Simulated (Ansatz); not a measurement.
# Structural relaxation of a frame of liquid Al2O3 from 2400 K (135 atoms)

Aim: bring a frame of liquid Al2O3 from 2400 K (135 atoms) to a nearby minimum of the energy and see what moves.

Method: Kohn-Sham DFT, PBEsol, PAW (set soft_2), plane waves, in Ansatz 0.2.0.

## (1) Set-up

The cell holds 135 atoms: 54 Al and 81 O. Cell: a = 11.608 Å, b = 11.608 Å, c = 11.608 Å, α = 90.0°, β = 90.0°, γ = 90.0°. 135 atoms (54 Al, 81 O) placed at random at 2.92 g/cm³, melted at 4500 K for 20 ps at fixed volume with the Morse and Coulomb pair potential with partial charges (Pedone, Malavasi, Menziani, Cormack and Segre, J. Phys. Chem. B 110, 11780 (2006)). Snapshot at the end of a hold of 20 ps at 2400 K and fixed volume. The starting density is a measured one.

Limits known from the start: The network of bonds at the start is that of the classical potential that made the cell. Sampling is at Γ alone, for a cell whose shortest periodic width is 12 Å.

## (2) Single point at the start

The forces at the start show how far the geometry lies from a minimum of this functional.

input.yaml reads:

```yaml
crystal:
  lattice:
    - [11.6084, 0.0, 0.0]
    - [0.0, 11.6084, 0.0]
    - [0.0, 0.0, 11.6084]
  atoms:
    - { symbol: Al, position: [0.49206, 0.73836, 0.64875] }
    - { symbol: Al, position: [0.50308, 0.66782, 0.42222] }
    - { symbol: Al, position: [0.18017, 0.24431, 0.33566] }
    - { symbol: Al, position: [0.51847, 0.85022, 0.26179] }
    - { symbol: Al, position: [0.78477, 0.8803, 0.24176] }
    - { symbol: Al, position: [0.53637, 0.04576, 0.46982] }
    - { symbol: Al, position: [0.92405, 0.00051, 0.92866] }
    - { symbol: Al, position: [0.06626, 0.05125, 0.40239] }
    - { symbol: Al, position: [0.86837, 0.63555, 0.4298] }
    - { symbol: Al, position: [0.50258, 0.57018, 0.19068] }
    - { symbol: Al, position: [0.39664, 0.31637, 0.1597] }
    - { symbol: Al, position: [0.75268, 0.97381, 0.71822] }
    - { symbol: Al, position: [0.85744, 0.66446, 0.11195] }
    - { symbol: Al, position: [0.51606, 0.30245, 0.51145] }
    - { symbol: Al, position: [0.35058, 0.27039, 0.84132] }
    - { symbol: Al, position: [0.06139, 0.87266, 0.16046] }
    - { symbol: Al, position: [0.50646, 0.95869, 0.84195] }
    - { symbol: Al, position: [0.70969, 0.0543, 0.05157] }
    - { symbol: Al, position: [0.44541, 0.45367, 0.94246] }
    - { symbol: Al, position: [0.19617, 0.4624, 0.80473] }
    - { symbol: Al, position: [0.07722, 0.25585, 0.84034] }
    - { symbol: Al, position: [0.08591, 0.76918, 0.94274] }
    - { symbol: Al, position: [0.71951, 0.479, 0.85044] }
    - { symbol: Al, position: [0.34817, 0.79868, 0.11356] }
    - { symbol: Al, position: [0.69038, 0.82977, 0.48738] }
    - { symbol: Al, position: [0.76471, 0.34148, 0.41898] }
    - { symbol: Al, position: [0.4459, 0.70461, 0.87512] }
    - { symbol: Al, position: [0.00981, 0.78725, 0.53979] }
    - { symbol: Al, position: [0.15, 0.59445, 0.53307] }
    - { symbol: Al, position: [0.3407, 0.44696, 0.35996] }
    - { symbol: Al, position: [0.28172, 0.8242, 0.47893] }
    - { symbol: Al, position: [0.80178, 0.07009, 0.40816] }
    [... 97 atom lines left out ...]
    - { symbol: O, position: [0.29236, 0.50158, 0.92155] }
    - { symbol: O, position: [0.13588, 0.96431, 0.23005] }
    - { symbol: O, position: [0.5049, 0.07875, 0.97658] }
    - { symbol: O, position: [0.36081, 0.94207, 0.15676] }
    - { symbol: O, position: [0.59609, 0.75972, 0.38715] }
    - { symbol: O, position: [0.06503, 0.94844, 0.98198] }
kpoints:
  mp_grid: { grid: [1, 1, 1] }
hamiltonian:
  xc: pbesol
scf:
  occupations: { method: fermi_dirac, width: 0.025 }
output:
  forces: true
  stress: true
  populations: true
  dos:
    method: { smearing: { sigma: 0.15 } }
    de: 0.1
    projected: { site_lists: { Al: [Al], O: [O] } }
  eigenvalues: true
```

Launch:

```
$ ansatz run input.yaml --threads 4 --pin off --max-ram 8192MiB --backend cpu --events-out ev --progress --plain --runs-dir out
```

Numbers of over 12 decimals in the logs are rounded to 6 here.

Output:

```text
Engine: ansatz 0.2.0, x86_64-unknown-linux-gnu
Pseudopotentials: kind: paw
Pseudopotential: Al, paw, valence charge 3, recommended cutoff 420 eV (normal), Al.paw.azcp
Pseudopotential: O, paw, valence charge 6, recommended cutoff 420 eV (normal), O.paw.azcp
[... 3 lines on functional and potentials left out ...]
Crystal: 135 atoms, lattice volume = 1564.289 Å³
Basis set: ecut = 420 eV, 30647 PW (Γ), exchange–correlation on 160×160×160 points (8 copies of the dense FFT grid, shifted against one another)
Bands: 459, of which v1, the nominal top of the filled ones, is band 324 counted from 1 (323 counted from 0)
Symmetry: 1 space group operations
Space group: P1 (ITA 1), of the structure as read, at distance tolerance 1.2e-4 Å
k-points: 1
[... 7 lines on functional and potentials left out ...]
Initial density: superposition of atomic densities (neutral atoms: chi_scale 0, normalization atom), corrected by the library's trained network
Initial wavefunctions: pseudopotential atomic-orbital guess
Functional: x = pbesol(κ = 0.804, μ = 0.123457), c = pbesol(β = 0.046)
SCF iter   1: F=—  HF=-73874.274726 eV  |F-HF|=—  |Δ(HF+E_count)|=         —  Δρ=1.30e-2  dr2=2.22e0  ethr=1.77e-3  ⟨swp⟩=6.0  Hψ=2064  notcnv=0  defer=57
preconditioner: auto → Resta (q_TF=auto, 2.356 Å⁻¹)  ε∞=3.8  [insulator: Δε(μ)=1.121 eV  Ē_g=14.369 eV  σ=0.025 eV  W_gap=1.00  n_scr=340 (ndim 8)  ℏωp=23.9 eV  f_vac=0.045  D(μ)=0.00/eV (n_scr^D=0)  ε∞_Penn≈3.8]
SCF iter   2: F=—  HF=-73873.663286 eV  |F-HF|=—  |Δ(HF+E_count)|=   6.11e-1  Δρ=2.77e-3  dr2=1.04e-1  ethr=3.43e-4  ⟨swp⟩=2.0  Hψ=783  notcnv=0  defer=130
SCF iter   3: F=—  HF=-73873.651805 eV  |F-HF|=—  |Δ(HF+E_count)|=   1.15e-2  Δρ=1.25e-3  dr2=3.46e-2  ethr=1.61e-5  ⟨swp⟩=2.0  Hψ=596  notcnv=0  defer=130
SCF iter   4: F=—  HF=-73873.651762 eV  |F-HF|=—  |Δ(HF+E_count)|=   4.26e-5  Δρ=1.14e-3  dr2=1.88e-2  ethr=5.34e-6  ⟨swp⟩=2.0  Hψ=589  notcnv=0  defer=130
SCF iter   5: F=—  HF=-73873.648260 eV  |F-HF|=—  |Δ(HF+E_count)|=   3.50e-3  Δρ=2.02e-4  dr2=8.30e-4  ethr=2.90e-6  ⟨swp⟩=2.0  Hψ=611  notcnv=0  defer=130
SCF iter   6: F=—  HF=-73873.648425 eV  |F-HF|=—  |Δ(HF+E_count)|=   1.65e-4  Δρ=1.49e-4  dr2=3.13e-4  ethr=1.28e-7  ⟨swp⟩=2.0  Hψ=653  notcnv=0  defer=130
SCF iter   7: F=—  HF=-73873.648424 eV  |F-HF|=—  |Δ(HF+E_count)|=   9.66e-7  Δρ=2.89e-5  dr2=1.49e-5  ethr=4.83e-8  ⟨swp⟩=2.0  Hψ=613  notcnv=0  defer=130
SCF iter   8: F=—  HF=-73873.648731 eV  |F-HF|=—  |Δ(HF+E_count)|=   3.07e-4  Δρ=2.22e-5  dr2=7.19e-6  ethr=2.30e-9  ⟨swp⟩=2.0  Hψ=783  notcnv=0  defer=130
SCF iter   9: F=—  HF=-73873.648734 eV  |F-HF|=—  |Δ(HF+E_count)|=   2.31e-6  Δρ=7.30e-6  dr2=8.90e-7  ethr=1.11e-9  ⟨swp⟩=2.0  Hψ=653  notcnv=0  defer=130
SCF iter  10: F=—  HF=-73873.648735 eV  |F-HF|=—  |Δ(HF+E_count)|=   9.32e-7  Δρ=2.80e-6  dr2=1.62e-7  ethr=1.37e-10  ⟨swp⟩=2.0  Hψ=652  notcnv=0  defer=130
SCF iter  11: F=-73873.648735 eV  HF=-73873.648735 eV  |F-HF|=1.57e-8  |Δ(HF+E_count)|=   2.14e-7  Δρ=2.47e-6  dr2=8.80e-8  ethr=1.54e-11  ⟨swp⟩=17.0  Hψ=2637  notcnv=0
SCF 1 converged in 11 iterations: F = -73873.648735 eV  dr2 = 8.80e-8
  greatest PAW one-centre occupation: 0.873 electrons in one spin orbital (limit 2), on the O atom at site 119 (counted from 0), in its partial waves of l = 0
SCF converged after 11 iterations
Free energy (F): -73873.648735 eV
Harris-Foulkes:  -73873.648735 eV  (|F-HF|=1.57e-8)
Internal energy: -73873.648735 eV  (E = F + TS)
E sigma→0 (E₀):  -73873.648735 eV
Fermi energy:    6.296074 eV
--- Per-component energies (eV) ---
  E_band       = -1305.344229
  E_kinetic    = 15722.507477
  E_local      = -36414.615723  (includes V_loc(G=0)·N_el)
  E_nonlocal   = 4463.712485
  E_hartree    = 13649.854749
  E_xc         = -8091.003910
  E_vxc        = -9227.272546  (∫ρ·V_xc dr)
  E_paw        = -36952.722482  (= ΣΔE_a)
  E_vpaw       = -3149.587187  (= ΣTr[D̂ρ^β])
  E_aug_tail   = 0.202621  (compensation charges beyond the density's cutoff)
  E_ewald      = -26255.475780
  E_core_change = 3.891828  (= ΣΔE_core)
  E_smearing   = -0.000000  (= −TS)
  E_closure    = -0.000000  (closes the sum)
  Σ components = -73873.648735   (vs F -73873.648735, Δ=0.00e0)
--- Forces (eV/Å), atoms counted from 1 ---
  atom   1  Al     0.41931095     1.05394985    -4.45685720
  atom   2  Al    -2.33464918    -5.39693201     0.77163787
  atom   3  Al     3.33587880    -0.16484718     0.71400642
  atom   4  Al     1.02469297     2.51590403     4.12943551
  atom   5  Al     1.10529167    -0.11642696     1.98429725
  atom   6  Al     2.66037427     2.70253454     3.11359769
  atom   7  Al     5.27220411    -3.15859536     7.64798543
  atom   8  Al    -1.42075067    -2.70753649    -0.60503327
  atom   9  Al     2.09648067     1.92142760    -1.46788691
  atom  10  Al    -1.78219110     1.99821619     2.42552637
  atom  11  Al    -0.20996356    -0.68663490    -2.13977290
  atom  12  Al    -0.88467257     0.14368135     1.57309217
  atom  13  Al    -0.48893713     1.86670753    -2.55562146
  atom  14  Al    -1.21421545    -2.97007529    -0.53455613
[...]
atom 134  O      2.06008872     4.62132430    -1.72613076
  atom 135  O      0.97652212     1.50950053     0.00738993
  max |Σ_I F_I| component: 8.62e-5 eV/Å
--- Stress (GPa, compression-positive) ---
        6.124928       0.742786       0.909971
        0.742784       2.303182       1.793853
        0.909962       1.793851       3.042173
  P = ⅓ Tr σ = 3.8234 GPa (38.234 kbar)
--- Band table (eV) ---
  k-point 0: bands = ["-15.7654", "-15.1301", "-14.8662", "-14.7917", [... 443 levels ...], "15.0109", "15.0328", "15.0879", "15.1437", "15.1639", "15.1936", "15.2128", "15.2934", "15.3077", "15.3637", "15.4339", "15.4572"]
--- Löwdin populations: 135 sites ---
  site symbol       q [e]
     0     Al      1.6528
     1     Al      1.6357
     2     Al      1.6534
[...]
134      O      6.7793
  spilling = 0.008997 (of n_electrons = 648.000000)
```

Elapsed: 28 s, on 4 threads of Intel Xeon Platinum 8259CL at 2.50GHz (Skylake/Cascade Lake), shared host; peak memory 2.2 GiB.

Read from the output:

```
free energy                                      : -73873.6487 eV
free energy per atom                             : -547.2122 eV/atom
SCF cycles                                       : 11
pressure                                         : 3.823 GPa
r.m.s. force component                           : 2.454 eV/Å
longest force                                    : 10.79 eV/Å
Fermi energy                                     : 6.296 eV
gap (highest filled to lowest empty level) : 1.036 eV
spilling of the projection                       : 0.008997
```

The r.m.s. force component of 2.5 eV/Å and the pressure of 3.8 GPa set the starting point.

Neighbours are counted within 2.48 Å (O-Al).

Length of the force by element and coordination:

```csv
element,coordination,atoms,mean length of the force (eV/Å),spread,least,most
Al,all,54,4.19,1.99,1.26,9.81
Al,3,3,2.16,0.700,1.26,2.96
Al,4,29,4.31,1.79,1.81,7.85
Al,5,19,4.22,2.19,1.27,9.81
Al,6,3,4.78,2.31,1.67,7.20
O,all,81,3.41,2.04,0.450,10.8
O,2,15,3.56,2.53,0.450,10.6
O,3,57,3.43,1.97,0.620,10.8
O,4,8,3.04,1.41,1.32,5.95
O,5,1,2.78,0,2.78,2.78
```

## (3) Relaxation

The atoms are relaxed in the fixed cell, aiming at the force tolerance of the input.

input.yaml, the sections that differ from step 2:

```yaml
output:
  forces: true
relax:
  f_tol: 0.05
  max_steps: 200
# crystal, kpoints, hamiltonian, scf: as in step 2
```

Output:

```text
[...]
Crystal: 135 atoms, lattice volume = 1564.289 Å³
Basis set: ecut = 420 eV, 30647 PW (Γ), exchange–correlation on 160×160×160 points (8 copies of the dense FFT grid, shifted against one another)
Bands: 459, of which v1, the nominal top of the filled ones, is band 324 counted from 1 (323 counted from 0)
Symmetry: 1 space group operations
[...]
k-points: 1
[...]
SCF iter   1: F=—  HF=-73874.274726 eV  |F-HF|=—  |Δ(HF+E_count)|=         —  Δρ=1.30e-2  dr2=2.22e0  ethr=1.77e-3  ⟨swp⟩=6.0  Hψ=2064  notcnv=0  defer=57
[...]
SCF iter   7: F=-73873.648730 eV  HF=-73873.648713 eV  |F-HF|=1.72e-5  |Δ(HF+E_count)|=   1.27e-5  Δρ=2.89e-5  dr2=1.49e-5  ethr=9.65e-9  ⟨swp⟩=2.0  Hψ=1395  notcnv=0
SCF 1 converged in 7 iterations: F = -73873.648730 eV  dr2 = 1.49e-5
[...]
relax step   1: F+E_penalty+E_count = -73873.64872992 eV  Δ(F+E_penalty+E_count) = +0.000e0 eV  max|allowed force component| = 1.016e1 eV/Å  Δτ_max = 0.0000 Å  (7 SCF iters, dr2 threshold 6.25e-5 eV, accepted)
[...]
relax step   2: F+E_penalty+E_count = -73896.66718863 eV  Δ(F+E_penalty+E_count) = -2.302e1 eV  max|allowed force component| = 5.670e0 eV/Å  Δτ_max = 0.1947 Å  (8 SCF iters, dr2 threshold 1.00e-4 eV, accepted)
[...]
relax step   3: F+E_penalty+E_count = -73911.94003954 eV  Δ(F+E_penalty+E_count) = -1.527e1 eV  max|allowed force component| = 2.379e0 eV/Å  Δτ_max = 0.1977 Å  (8 SCF iters, dr2 threshold 1.00e-4 eV, accepted)
relax step   4: F+E_penalty+E_count = -73918.42956041 eV  Δ(F+E_penalty+E_count) = -6.490e0 eV  max|allowed force component| = 1.286e0 eV/Å  Δτ_max = 0.1982 Å  (8 SCF iters, dr2 threshold 1.00e-4 eV, accepted)
relax step   5: F+E_penalty+E_count = -73921.74466323 eV  Δ(F+E_penalty+E_count) = -3.315e0 eV  max|allowed force component| = 1.114e0 eV/Å  Δτ_max = 0.1966 Å  (7 SCF iters, dr2 threshold 1.00e-4 eV, accepted)
relax step   6: F+E_penalty+E_count = -73924.39230955 eV  Δ(F+E_penalty+E_count) = -2.648e0 eV  max|allowed force component| = 8.569e-1 eV/Å  Δτ_max = 0.1919 Å  (7 SCF iters, dr2 threshold 1.00e-4 eV, accepted)
relax step   7: F+E_penalty+E_count = -73926.31813001 eV  Δ(F+E_penalty+E_count) = -1.926e0 eV  max|allowed force component| = 6.845e-1 eV/Å  Δτ_max = 0.2000 Å  (7 SCF iters, dr2 threshold 1.00e-4 eV, accepted)
relax step   8: F+E_penalty+E_count = -73927.53599359 eV  Δ(F+E_penalty+E_count) = -1.218e0 eV  max|allowed force component| = 6.413e-1 eV/Å  Δτ_max = 0.1946 Å  (7 SCF iters, dr2 threshold 1.00e-4 eV, accepted)
relax step   9: F+E_penalty+E_count = -73928.25589958 eV  Δ(F+E_penalty+E_count) = -7.199e-1 eV  max|allowed force component| = 5.457e-1 eV/Å  Δτ_max = 0.2000 Å  (6 SCF iters, dr2 threshold 1.00e-4 eV, accepted)
relax step  10: F+E_penalty+E_count = -73928.89505147 eV  Δ(F+E_penalty+E_count) = -6.392e-1 eV  max|allowed force component| = 4.611e-1 eV/Å  Δτ_max = 0.2000 Å  (6 SCF iters, dr2 threshold 1.00e-4 eV, accepted)
relax step  11: F+E_penalty+E_count = -73929.33298285 eV  Δ(F+E_penalty+E_count) = -4.379e-1 eV  max|allowed force component| = 2.462e-1 eV/Å  Δτ_max = 0.2000 Å  (6 SCF iters, dr2 threshold 1.00e-4 eV, accepted)
relax step  12: F+E_penalty+E_count = -73929.58058645 eV  Δ(F+E_penalty+E_count) = -2.476e-1 eV  max|allowed force component| = 3.546e-1 eV/Å  Δτ_max = 0.2000 Å  (7 SCF iters, dr2 threshold 1.73e-5 eV, accepted)
relax step  13: F+E_penalty+E_count = -73929.80441748 eV  Δ(F+E_penalty+E_count) = -2.238e-1 eV  max|allowed force component| = 2.928e-1 eV/Å  Δτ_max = 0.1939 Å  (6 SCF iters, dr2 threshold 3.58e-5 eV, accepted)
relax step  14: F+E_penalty+E_count = -73929.98428507 eV  Δ(F+E_penalty+E_count) = -1.799e-1 eV  max|allowed force component| = 2.492e-1 eV/Å  Δτ_max = 0.2000 Å  (6 SCF iters, dr2 threshold 5.84e-5 eV, accepted)
relax step  15: F+E_penalty+E_count = -73930.09898212 eV  Δ(F+E_penalty+E_count) = -1.147e-1 eV  max|allowed force component| = 2.736e-1 eV/Å  Δτ_max = 0.2000 Å  (6 SCF iters, dr2 threshold 4.23e-5 eV, accepted)
relax step  16: F+E_penalty+E_count = -73930.18470125 eV  Δ(F+E_penalty+E_count) = -8.572e-2 eV  max|allowed force component| = 2.436e-1 eV/Å  Δτ_max = 0.1948 Å  (6 SCF iters, dr2 threshold 5.42e-5 eV, accepted)
relax step  17: F+E_penalty+E_count = -73930.25249494 eV  Δ(F+E_penalty+E_count) = -6.779e-2 eV  max|allowed force component| = 8.252e-2 eV/Å  Δτ_max = 0.2000 Å  (6 SCF iters, dr2 threshold 4.71e-5 eV, accepted)
relax step  18: F+E_penalty+E_count = -73930.26872852 eV  Δ(F+E_penalty+E_count) = -1.623e-2 eV  max|allowed force component| = 5.137e-2 eV/Å  Δτ_max = 0.2000 Å  (9 SCF iters, accepted)
[...]
relax step  19: F+E_penalty+E_count = -73930.27296252 eV  Δ(F+E_penalty+E_count) = -4.234e-3 eV  max|allowed force component| = 4.136e-2 eV/Å  Δτ_max = 0.0909 Å  (9 SCF iters, accepted)
SCF converged after 9 iterations
Free energy (F): -73930.272963 eV
[...]
Internal energy: -73930.272963 eV  (E = F + TS)
E sigma→0 (E₀):  -73930.272963 eV
Fermi energy:    6.192065 eV
[...]
--- Forces (eV/Å), atoms counted from 1 ---
  atom   1  Al    -0.01394480    -0.00701685    -0.00411846
  atom   2  Al     0.00983014     0.00035058    -0.01352320
  atom   3  Al    -0.00688821    -0.00605947     0.00050915
  atom   4  Al    -0.00673626     0.00257127     0.00333405
  atom   5  Al     0.00121953     0.00712729     0.01109445
  atom   6  Al     0.00908836     0.00519824     0.00595501
  atom   7  Al     0.00638247     0.00515159     0.00770948
  atom   8  Al    -0.00061251     0.00588069    -0.01438981
  atom   9  Al     0.00118157     0.00407201     0.01666595
  atom  10  Al     0.00304381     0.01096864     0.00581823
  atom  11  Al    -0.00881363    -0.01112078    -0.03710239
  atom  12  Al    -0.02055530     0.00722185    -0.01161213
  atom  13  Al     0.00216163    -0.00671820     0.00389030
  atom  14  Al     0.00042699    -0.00755587    -0.01118159
[...]
atom 134  O      0.00357547     0.00476988     0.00485516
  atom 135  O      0.00286802     0.00219906    -0.00532232
  max |Σ_I F_I| component: 9.01e-5 eV/Å
--- Relaxed structure (19 steps of the walk, 19 accepted, 0 SCFs on fresh bases) ---
  F+E_penalty+E_count = -73930.27296252 eV   max|allowed force component| = 4.136e-2 eV/Å
  atoms:
    - { symbol: Al, position: [0.502753, 0.751084, 0.608123] }
    - { symbol: Al, position: [0.488692, 0.674587, 0.395499] }
    - { symbol: Al, position: [0.169601, 0.240911, 0.355424] }
    - { symbol: Al, position: [0.534373, 0.880524, 0.254709] }
[...]
- { symbol: O, position: [0.050156, 0.981494, 0.977285] }
```

The job ended after 3.9 min (4 threads; peak memory 2.1 GiB).

The steps of the relaxation:

```csv
step,energy less that of the first step (eV),largest force component (eV/Å)
1,0.0000,10.1569
2,-23.0185,5.6701
3,-38.2913,2.3786
4,-44.7808,1.2855
5,-48.0959,1.1141
6,-50.7436,0.8569
7,-52.6694,0.6845
8,-53.8873,0.6413
9,-54.6072,0.5457
10,-55.2463,0.4611
11,-55.6843,0.2462
12,-55.9319,0.3546
13,-56.1557,0.2928
14,-56.3356,0.2492
15,-56.4503,0.2736
16,-56.5360,0.2436
17,-56.6038,0.0825
18,-56.6200,0.0514
19,-56.6242,0.0414
```

The atoms that moved most (Å):

```csv
atom,dx,dy,dz,length
O58,1.119,0.211,0.440,1.220
Al9,0.589,-0.594,-0.628,1.046
O80,-0.012,-1.035,0.143,1.045
O109,0.361,0.026,0.855,0.928
O71,-0.814,0.389,-0.046,0.903
O104,0.554,0.204,-0.675,0.897
O95,-0.835,0.315,-0.079,0.896
O74,0.486,0.649,0.355,0.885
```

The relaxation changed the energy by -419 meV/atom, and atoms moved by 0.54 Å r.m.s., 1.2 Å at most.

(Continued in part 2 of 2.)

[Logs are printed without paths, hosts, clocks, repeated set-up lines and the standing remarks that a program may print on its own settings, such as how far it seeks lower states.]

[Hosts, paths, dates, database ids (printed as entryN), source tags and the programs' standing remarks are cut or masked in the printed files.]
